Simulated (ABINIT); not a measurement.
# Quasiparticle gap of WS2 (Tungstenite) in ABINIT, part 2 of 3

Aim: the G0W0 gap of WS2 (Tungstenite) on PBEsol with spin-orbit coupling, step by step.

ABINIT 10.8.3; PBEsol and many-body steps on it, plane waves. Known limits of the many-body steps: not at the basis limit; screening head approximate.

So far. Step 2 (Ground state): The gap is indirect, with the least direct gap 0.77 eV higher.

### 3. Bands along the symmetry lines

Level of this step: DFT, PBEsol with spin-orbit coupling, plane waves, norm-conserving pseudopotentials (ABINIT).

The cheap functional maps the bands first; the places of the edges decide which points the dearer methods must see.

Input file run.abi:

```
acell 3*1.0 Angstrom
rprim 
  1.579000000014 0.911636075086 6.163333333296
  -1.579000000014 0.911636075086 6.163333333296
  0.000000000000 -1.823272150090 6.163333333308
ntypat 2
znucl 74 16
natom 3
typat 1 2 2
xred 
  0.000000000000 0.000000000000 0.000000000000
  0.249700000000 0.249700000000 0.249700000000
  0.419000000000 0.419000000000 0.419000000000
pp_dirpath "pseudos"
pseudos "W.upf, S.upf"
ecut 31
nspinor 2
iscf -2
irdden 1
kptopt 0
nkpt 31
kpt 
  0.00000000 0.00000000 0.00000000
  -0.12500000 -0.12500000 -0.12500000
  -0.25000000 -0.25000000 -0.25000000
  -0.37500000 -0.37500000 -0.37500000
  -0.50000000 -0.50000000 -0.50000000
  -0.50000000 -0.42031304 -0.57968697
  -0.50000000 -0.34062607 -0.65937393
  -0.50000000 -0.26093911 -0.73906089
  -0.50000000 -0.18125214 -0.81874786
  -0.18125214 0.18125214 -0.50000000
  -0.13593911 0.13593911 -0.50000000
  -0.09062607 0.09062607 -0.50000000
  -0.04531304 0.04531304 -0.50000000
  0.00000000 0.00000000 -0.50000000
  0.00000000 0.00000000 -0.37500000
  0.00000000 0.00000000 -0.25000000
  0.00000000 0.00000000 -0.12500000
  0.00000000 0.00000000 0.00000000
  0.00000000 0.08515652 -0.08515652
  0.00000000 0.17031304 -0.17031304
  0.00000000 0.25546955 -0.25546955
  0.00000000 0.34062607 -0.34062607
  -0.34062607 0.00000000 -0.65937393
  -0.38046955 0.00000000 -0.61953045
  -0.42031304 0.00000000 -0.57968697
  -0.46015652 0.00000000 -0.53984348
  -0.50000000 0.00000000 -0.50000000
  -0.37500000 0.00000000 -0.37500000
  -0.25000000 0.00000000 -0.25000000
  -0.12500000 0.00000000 -0.12500000
  0.00000000 0.00000000 0.00000000
istwfk *1
nband 42
nbdbuf 6
tolwfr 1e-08
nstep 40
prtwf 0
prtvol 0
indata_prefix "in"
outdata_prefix "out"
tmpdata_prefix "tmp"
```

Run with:

```sh
$ OMP_NUM_THREADS=1 mpirun -n 4 abinit run.abi > log
```

Numbers of over 12 decimals in the logs are rounded to 6 here.

Log:

```text
.Version 10.8.3 of ABINIT. v10.8.2 released Aug 2026.

 Symmetries : space group R3 m (#160); Bravais hR (rhombohedral)
[... echo of the input left out ...]
== DATASET  1 ==================================================================
-   mpi_nproc: 4, omp_nthreads: 1 (-1 if OMP is not activated)

--- !DatasetInfo
iteration_state: {dtset: 1, }
dimensions: {natom: 3, nkpt: 31, mband: 42, nsppol: 1, nspinor: 2, nspden: 1, mpw: 2986, }
cutoff_energies: {ecut:  31.0, pawecutdg:  -1.0, }
electrons: {nelect:   2.60000000E+01, charge:   0.00000000E+00, occopt:   1.00000000E+00, tsmear:   1.00000000E-02, }

 Real(R)+Recip(G) space primitive vectors, cartesian coordinates (Bohr,Bohr^-1):
 R(1)=  2.9838776  1.7227425 11.6470120  G(1)=  0.1675672  0.0967450  0.0286196
 R(2)= -2.9838776  1.7227425 11.6470120  G(2)= -0.1675672  0.0967450  0.0286196
 R(3)=  0.0000000 -3.4454850 11.6470120  G(3)=  0.0000000 -0.1934899  0.0286196
 Unit cell volume ucvol=  3.5922549E+02 bohr^3
 Angles (23,13,12)=  2.84426739E+01  2.84426739E+01  2.84426739E+01 degrees

 getcut: wavevector=  0.0000  0.0000  0.0000  ngfft=  64  64  64
         ecut(hartree)=     31.000   => boxcut(ratio)=   2.10245

--- Pseudopotential description ------------------------------------------------
- W Generated using ONCVPSP code by D. R. Hamann
- 74.00000  14.00000  180509                  znucl, zion, pspdat
12 -116133 3 -1 1396                          pspcod,pspxc,lmax,lloc,mmax
     nproj     2     4     3     4
     spin-orbit psp
        nprojso     4     4     4
  pspatm : epsatm=   11.49212997
         --- l  ekb(1:nproj) -->
             0    1.848653   13.037724
             1    9.018380    1.415246    0.003744    0.000477
             2    4.482607    0.513254    0.002214
             3   51.702060    0.897196    0.007188    0.001950
  spin-orbit 1    0.933054   -0.400695    0.045429   -0.005369
  spin-orbit 2   -0.102260    0.093346    0.015181   -0.000038
  spin-orbit 3    7.224249   -0.052398    0.027465   -0.006949
 pspatm: atomic psp has been read  and splines computed

- S Generated using ONCVPSP code by D. R. Hamann
- 16.00000   6.00000  180509                  znucl, zion, pspdat
12 -116133 2 -1 1146                          pspcod,pspxc,lmax,lloc,mmax
     nproj     2     3     2     0
     spin-orbit psp
        nprojso     3     3     0
  pspatm : epsatm=    8.72165897
         --- l  ekb(1:nproj) -->
             0    0.579683    6.834202
             1    3.284630    0.898160    0.000327
             2   -3.496773   -0.974222
  spin-orbit 1    0.096445   -0.028225    0.009538
  spin-orbit 2    0.001616    0.000365   -0.000196
 pspatm: atomic psp has been read  and splines computed

--------------------------------------------------------------------------------

================================================================================
 prteigrs : about to open file out_EIG
[...]
Non-SCF case, kpt    3 ( -0.25000 -0.25000 -0.25000), residuals and eigenvalues=
[...]
5.28E-05  5.29E-04
[...]
Non-SCF case, kpt   30 ( -0.12500  0.00000 -0.12500), residuals and eigenvalues=
[...]
Non-SCF case, kpt   31 (  0.00000  0.00000  0.00000), residuals and eigenvalues=
[...]
4.4220E-01  4.4220E-01  4.4390E-01  4.4390E-01  5.1747E-01  5.1747E-01
  6.2827E-01  6.2827E-01  6.5504E-01  6.5506E-01  7.0356E-01  7.0738E-01

--- !ResultsGS
iteration_state: {dtset: 1, }
comment   : Summary of ground state results
lattice_vectors:
- [  2.9838776,   1.7227425,  11.6470120, ]
- [ -2.9838776,   1.7227425,  11.6470120, ]
- [  0.0000000,  -3.4454850,  11.6470120, ]
lattice_lengths: [  12.14596,   12.14596,   12.14596, ]
lattice_angles: [ 28.443,  28.443,  28.443, ] # degrees, (23, 13, 12)
lattice_volume:   3.5922549E+02
convergence: {deltae:  0.000E+00, res2:  0.000E+00, residm:  9.951E-09, diffor:  0.000E+00, }
etotal    :  -9.81094326E+01
entropy   :   0.00000000E+00
fermie    :   3.48545210E-01
cartesian_stress_tensor: null
pressure_GPa: null
xred      :
- [  0.0000E+00,   0.0000E+00,   0.0000E+00,  W]
- [  2.4970E-01,   2.4970E-01,   2.4970E-01,  S]
- [  4.1900E-01,   4.1900E-01,   4.1900E-01,  S]
cartesian_forces: null
force_length_stats: {min: null, max: null, mean: null, }

 Integrated electronic density in atomic spheres:
 ------------------------------------------------
 Atom  Sphere_radius  Integrated_density
[...]
================================================================================

 ----iterations are completed or convergence reached----

 Mean square residual over all n,k,spin=   47.758E-10; max=  99.512E-10
 reduced coordinates (array xred) for    3 atoms
[...]
0.249700000000      0.249700000000      0.249700000000
       0.419000000000      0.419000000000      0.419000000000

 cartesian coordinates (angstrom) at end:
    1      0.000000     0.000000     0.000000
    2      0.000000     2.048e-11     4.616953
    3      0.000000     3.436e-11     7.747310
 length scales=  1.889726125908  1.889726125908  1.889726125908 bohr
              =  1.000000000000  1.000000000000  1.000000000000 angstroms
 prteigrs : about to open file out_EIG
 Eigenvalues (hartree) for nkpt=  31  k points:
 kpt#   1, nband= 42, wtk=  1.00000, kpt=  0.0000  0.0000  0.0000 (reduced coord)
[...]
kpt#   2, nband= 42, wtk=  1.00000, kpt= -0.1250 -0.1250 -0.1250 (reduced coord)
[...]
kpt#   3, nband= 42, wtk=  1.00000, kpt= -0.2500 -0.2500 -0.2500 (reduced coord)
[...]
kpt#  30, nband= 42, wtk=  1.00000, kpt= -0.1250  0.0000 -0.1250 (reduced coord)
[...]
0.69721    0.70203
 kpt#  31, nband= 42, wtk=  1.00000, kpt=  0.0000  0.0000  0.0000 (reduced coord)
[...]
0.30376    0.30376    0.42520    0.42520    0.42872    0.42872    0.44220    0.44220
   0.44390    0.44390    0.51747    0.51747    0.62827    0.62827    0.65504    0.65506
   0.70356    0.70738

== END DATASET(S) ==============================================================
================================================================================

 -outvars: echo values of variables after computation  --------
            nband          42
             nkpt          31
          spgroup         160
 [... the other variables as echoed above ...]

 Calculation completed.
```

It took 73 s on 4 MPI ranks of Arm Neoverse V2, shared host; peak memory 0.45 GiB.

This step gave:

- gap: 0.8539 eV
- k of the valence top: -0.5, -0.5, -0.5
- k of the conduction bottom: 0, 0.1703, -0.1703
- least direct gap: 1.641 eV

The gap is 0.854 eV, −0.010 eV from the run before at this level.

The electronic bands at the labelled points (eV, zero at the top of the highest filled band):

```
     point  band 23  band 24  band 25  band 26  band 27  band 28  band 29  band 30
         Γ    -1.59    -1.59    -1.22    -1.22     2.09     2.09     2.18     2.18
   halfway    -2.20    -2.19    -0.33    -0.33     2.14     2.14     2.14     2.25
         T    -2.18    -2.18     0.00     0.00     2.19     2.19     2.21     2.21
   halfway    -2.28    -2.17    -1.67    -1.45     1.43     1.73     2.01     2.25
        H2    -3.08    -3.02    -0.93    -0.52     1.18     1.22     2.40     2.59
jump to H0    -3.08    -3.02    -0.93    -0.52     1.18     1.22     2.40     2.59
   halfway    -2.81    -2.79    -1.33    -1.00     1.69     1.88     2.50     2.80
         L    -1.95    -1.95    -1.64    -1.64     2.17     2.17     2.61     2.61
   halfway    -1.95    -1.95    -1.63    -1.61     1.28     1.28     2.00     2.03
         Γ    -1.59    -1.59    -1.22    -1.22     2.09     2.09     2.18     2.18
   halfway    -1.88    -1.83    -1.65    -1.46     0.85     1.02     2.13     2.15
        S0    -3.12    -3.07    -0.91    -0.49     1.15     1.18     2.41     2.59
jump to S2    -3.12    -3.07    -0.91    -0.49     1.15     1.18     2.41     2.59
   halfway    -3.04    -2.99    -1.27    -0.93     1.84     2.05     2.67     3.09
         F    -2.08    -2.08    -1.54    -1.54     2.13     2.13     2.69     2.69
   halfway    -2.27    -2.26    -1.52    -1.48     1.37     1.47     1.86     1.91
         Γ    -1.59    -1.59    -1.22    -1.22     2.09     2.09     2.18     2.18
```

### 4. Empty states on the mesh, 4×4×4 mesh, 106 bands

The sums over transitions need many empty states on a uniform mesh; this step solves for them.

Input file run.abi:

```
acell 3*1.0 Angstrom
rprim 
  1.579000000014 0.911636075086 6.163333333296
  -1.579000000014 0.911636075086 6.163333333296
  0.000000000000 -1.823272150090 6.163333333308
ntypat 2
znucl 74 16
natom 3
typat 1 2 2
xred 
  0.000000000000 0.000000000000 0.000000000000
  0.249700000000 0.249700000000 0.249700000000
  0.419000000000 0.419000000000 0.419000000000
pp_dirpath "pseudos"
pseudos "W.upf, S.upf"
ecut 31
nspinor 2
ngkpt 4 4 4
nshiftk 1
shiftk 0 0 0
kptopt 1
chksymbreak 0
iscf -2
irdden 1
istwfk *1
nband 106
nbdbuf 8
tolwfr 1e-09
nstep 60
prtvol 0
indata_prefix "in"
outdata_prefix "out"
tmpdata_prefix "tmp"
```

Log:

```text
.Version 10.8.3 of ABINIT. v10.8.2 released Aug 2026.

 Symmetries : space group R3 m (#160); Bravais hR (rhombohedral)
[... echo of the input left out ...]
== DATASET  1 ==================================================================
-   mpi_nproc: 4, omp_nthreads: 1 (-1 if OMP is not activated)

--- !DatasetInfo
iteration_state: {dtset: 1, }
dimensions: {natom: 3, nkpt: 13, mband: 106, nsppol: 1, nspinor: 2, nspden: 1, mpw: 2976, }
cutoff_energies: {ecut:  31.0, pawecutdg:  -1.0, }
electrons: {nelect:   2.60000000E+01, charge:   0.00000000E+00, occopt:   1.00000000E+00, tsmear:   1.00000000E-02, }

 Real(R)+Recip(G) space primitive vectors, cartesian coordinates (Bohr,Bohr^-1):
 R(1)=  2.9838776  1.7227425 11.6470120  G(1)=  0.1675672  0.0967450  0.0286196
 R(2)= -2.9838776  1.7227425 11.6470120  G(2)= -0.1675672  0.0967450  0.0286196
 R(3)=  0.0000000 -3.4454850 11.6470120  G(3)=  0.0000000 -0.1934899  0.0286196
 Unit cell volume ucvol=  3.5922549E+02 bohr^3
 Angles (23,13,12)=  2.84426739E+01  2.84426739E+01  2.84426739E+01 degrees

 getcut: wavevector=  0.0000  0.0000  0.0000  ngfft=  64  64  64
         ecut(hartree)=     31.000   => boxcut(ratio)=   2.10245

--- Pseudopotential description ------------------------------------------------
- W Generated using ONCVPSP code by D. R. Hamann
- 74.00000  14.00000  180509                  znucl, zion, pspdat
12 -116133 3 -1 1396                          pspcod,pspxc,lmax,lloc,mmax
     nproj     2     4     3     4
     spin-orbit psp
        nprojso     4     4     4
  pspatm : epsatm=   11.49212997
         --- l  ekb(1:nproj) -->
             0    1.848653   13.037724
             1    9.018380    1.415246    0.003744    0.000477
             2    4.482607    0.513254    0.002214
             3   51.702060    0.897196    0.007188    0.001950
  spin-orbit 1    0.933054   -0.400695    0.045429   -0.005369
  spin-orbit 2   -0.102260    0.093346    0.015181   -0.000038
  spin-orbit 3    7.224249   -0.052398    0.027465   -0.006949
 pspatm: atomic psp has been read  and splines computed

- S Generated using ONCVPSP code by D. R. Hamann
- 16.00000   6.00000  180509                  znucl, zion, pspdat
12 -116133 2 -1 1146                          pspcod,pspxc,lmax,lloc,mmax
     nproj     2     3     2     0
     spin-orbit psp
        nprojso     3     3     0
  pspatm : epsatm=    8.72165897
         --- l  ekb(1:nproj) -->
             0    0.579683    6.834202
             1    3.284630    0.898160    0.000327
             2   -3.496773   -0.974222
  spin-orbit 1    0.096445   -0.028225    0.009538
  spin-orbit 2    0.001616    0.000365   -0.000196
 pspatm: atomic psp has been read  and splines computed

--------------------------------------------------------------------------------

================================================================================
 prteigrs : about to open file out_EIG
 Non-SCF case, kpt    1 (  0.00000  0.00000  0.00000), residuals and eigenvalues=
  3.11E-10  6.01E-10  4.71E-10  9.71E-10  3.75E-10  5.00E-10  4.63E-10  8.85E-10
  3.39E-10  8.07E-10  2.34E-10  3.33E-10  1.26E-10  7.02E-10  1.94E-10  5.04E-10
  5.03E-10  6.41E-10  2.59E-10  4.61E-10  1.47E-10  1.81E-10  3.71E-10  3.95E-10
[...]
2.39E-04  5.55E-04
 -2.3862E+00 -2.3862E+00 -1.3354E+00 -1.3354E+00 -9.7782E-01 -9.7782E-01
 -9.7131E-01 -9.7131E-01 -2.2807E-01 -2.2807E-01 -1.5399E-01 -1.5399E-01
  6.4740E-02  6.4740E-02  2.1189E-01  2.1189E-01  2.2191E-01  2.2191E-01
[...]
1.5536E+00  1.5536E+00  1.5699E+00  1.5699E+00  1.5760E+00  1.5760E+00
  1.6527E+00  1.6527E+00  1.6542E+00  1.6542E+00  1.6981E+00  1.6981E+00
  1.7345E+00  1.7348E+00  1.7361E+00  1.7419E+00
 prteigrs : prtvol=0 or 1, do not print more k-points.

--- !ResultsGS
iteration_state: {dtset: 1, }
comment   : Summary of ground state results
lattice_vectors:
- [  2.9838776,   1.7227425,  11.6470120, ]
- [ -2.9838776,   1.7227425,  11.6470120, ]
- [  0.0000000,  -3.4454850,  11.6470120, ]
lattice_lengths: [  12.14596,   12.14596,   12.14596, ]
lattice_angles: [ 28.443,  28.443,  28.443, ] # degrees, (23, 13, 12)
lattice_volume:   3.5922549E+02
convergence: {deltae:  0.000E+00, res2:  0.000E+00, residm:  9.998E-10, diffor:  0.000E+00, }
etotal    :  -9.81094326E+01
entropy   :   0.00000000E+00
fermie    :   3.48545210E-01
cartesian_stress_tensor: null
pressure_GPa: null
xred      :
- [  0.0000E+00,   0.0000E+00,   0.0000E+00,  W]
- [  2.4970E-01,   2.4970E-01,   2.4970E-01,  S]
- [  4.1900E-01,   4.1900E-01,   4.1900E-01,  S]
cartesian_forces: null
force_length_stats: {min: null, max: null, mean: null, }

 Integrated electronic density in atomic spheres:
 ------------------------------------------------
 Atom  Sphere_radius  Integrated_density
[...]
================================================================================

 ----iterations are completed or convergence reached----

 Mean square residual over all n,k,spin=   50.906E-11; max=  99.984E-11
 reduced coordinates (array xred) for    3 atoms
[...]
0.249700000000      0.249700000000      0.249700000000
       0.419000000000      0.419000000000      0.419000000000

 cartesian coordinates (angstrom) at end:
    1      0.000000     0.000000     0.000000
    2      0.000000     2.048e-11     4.616953
    3      0.000000     3.436e-11     7.747310
 length scales=  1.889726125908  1.889726125908  1.889726125908 bohr
              =  1.000000000000  1.000000000000  1.000000000000 angstroms
 prteigrs : about to open file out_EIG
 Eigenvalues (hartree) for nkpt=  13  k points:
 kpt#   1, nband=106, wtk=  0.01563, kpt=  0.0000  0.0000  0.0000 (reduced coord)
[...]
1.52008    1.52008    1.55356    1.55356    1.56989    1.56989    1.57605    1.57605
   1.65271    1.65271    1.65419    1.65419    1.69814    1.69814    1.73450    1.73481
   1.73609    1.74194
 prteigrs : prtvol=0 or 1, do not print more k-points.

== END DATASET(S) ==============================================================
================================================================================

 -outvars: echo values of variables after computation  --------
            nband         106
             nkpt          13
          spgroup         160
 [... the other variables as echoed above ...]

 Calculation completed.
```

Wall time 2.2 min (4 MPI ranks); peak memory 0.47 GiB.

This step gave:

- gap: 1.279 eV
- k of the valence top: 0.5, 0.5, 0.5
- k of the conduction bottom: 0.25, 0, 0
- least direct gap: 2.186 eV
- k points computed: 13
- lowest point of the top converged band, above the valence top: 33.40 eV

On this mesh the gap is 1.279 eV. The earlier step found 0.864 eV, so this mesh misses an edge.

### 5. Screening, 4×4×4 mesh, 98 bands, screening to 98 eV

The RPA dielectric matrix is built and inverted for each q.

This step: RPA screening on PBEsol with spin-orbit coupling, plane waves, norm-conserving pseudopotentials.

run.abi: that of step 4 with these lines changed.

```diff
@@ -22,10 +22,11 @@
 chksymbreak 0
-iscf -2
-irdden 1
 istwfk *1
-nband 106
-nbdbuf 8
-tolwfr 1e-09
-nstep 60
-prtvol 0
+occopt 1
+irdwfk 1
+optdriver 3
+nband 98
+ecuteps 3.6
+inclvkb 0
+awtr 1
+symchi 1
 indata_prefix "in"
```

Log:

```text
.Version 10.8.3 of ABINIT. v10.8.2 released Aug 2026.

 Symmetries : space group R3 m (#160); Bravais hR (rhombohedral)
[... echo of the input left out ...]
== DATASET  1 ==================================================================
-   mpi_nproc: 4, omp_nthreads: 1 (-1 if OMP is not activated)

--- !DatasetInfo
iteration_state: {dtset: 1, }
dimensions: {natom: 3, nkpt: 13, mband: 98, nsppol: 1, nspinor: 2, nspden: 1, mpw: 2976, }
cutoff_energies: {ecut:  31.0, pawecutdg:  -1.0, }
electrons: {nelect:   2.60000000E+01, charge:   0.00000000E+00, occopt:   1.00000000E+00, tsmear:   1.00000000E-02, }

 SCREENING: Calculation of the susceptibility and dielectric matrices

 Based on a program developped by R.W. Godby, V. Olevano, G. Onida, and L. Reining.
 Incorporated in ABINIT by V. Olevano, G.-M. Rignanese, and M. Torrent.
.Using double precision arithmetic ; gwpc =  8

[... cell and pseudopotentials left out ...]
--------------------------------------------------------------------------------

 ==== K-mesh for the wavefunctions ====
 Number of points in the irreducible wedge :    13
[... list of points left out ...]
 Together with  6 symmetry operations and time-reversal symmetry
 yields    64 points in the full Brillouin Zone.

 ==== Q-mesh for the screening function ====
 Number of points in the irreducible wedge :    13
[... list of points left out ...]
 Together with  6 symmetry operations and time-reversal symmetry
 yields    64 points in the full Brillouin Zone.

 setmesh: FFT mesh size selected  =    45x   45x   45
          total number of points  =        91125

 vcoul_init : cutoff-mode = AUXILIARY_FUNCTION
 q-points for optical limit:   1
     1)      0.000010    0.000020    0.000030

- screening: taking advantage of time-reversal symmetry
- Maximum band index for partially occupied states nbvw = 26
- Remaining bands to be divided among processors   nbcw = 72
- Number of bands treated by each node ~18

 Number of electrons calculated from density =   26.0000; Expected =   26.0000
 average of density, n =  0.072378
 r_s =    1.4886
 omega_plasma =   25.9513 [eV]

 calculating chi0 at frequencies [eV] :
  1    0.000000E+00    0.000000E+00
  2    0.000000E+00    2.595128E+01

--------------------------------------------------------------------------------
  q-point number  1        q = ( 0.000000, 0.000000, 0.000000) [r.l.u.]
--------------------------------------------------------------------------------
[... chi0 elements left out ...]
 For q-point:  0.000010 0.000020 0.000030
  dielectric constant =  11.0483
  dielectric constant without local fields =  12.8414

  Average fulfillment of the sum rule on Im[epsilon] for q-point    1 :     59.95  [%]
[... wings left out ...]
  q-point number  2        q = ( 0.250000, 0.000000, 0.000000) [r.l.u.]
--------------------------------------------------------------------------------
[... chi0 elements left out ...]
  Average fulfillment of the sum rule on Im[epsilon] for q-point    2 :     72.03  [%]

 [... 11 further q-points ...]
```

The job ended after 13 min (4 MPI ranks; peak memory 6.9 GiB).

Numbers from this step:

```
ε∞ with local fields, on this mesh, along the program's q direction : 11.05
the same without local fields                                       : 12.84
plasma frequency                                                    : 25.95 eV
plane waves in the screening matrix                                 : 129
```

Local fields lower ε∞ by 14 %.

(Continued in part 3 of 3.)

[Paths, hosts, dates, memory and timing lines, banners, echoed tables and standing remarks are left out of the program output.]

[Logs are printed without paths, hosts, clocks, repeated set-up lines and the standing remarks that a program may print on its own settings, such as how far it seeks lower states.]

[Runs of the session that timed out or met a known fault of the program may be left out.]

[Hosts, paths, dates, database ids (printed as entryN), source tags and the programs' standing remarks are cut or masked in the printed files.]

[G0W0 gaps are taken among the corrected bands and points alone; a level outside them can change the order at an edge.]

[Where Ansatz stands beside ABINIT at settings called matched, ABINIT's density can come from a denser mesh and the files from another edition; pairs whose starting gaps differed by over 0.03 eV were left out, so agreement reads better than it is.]
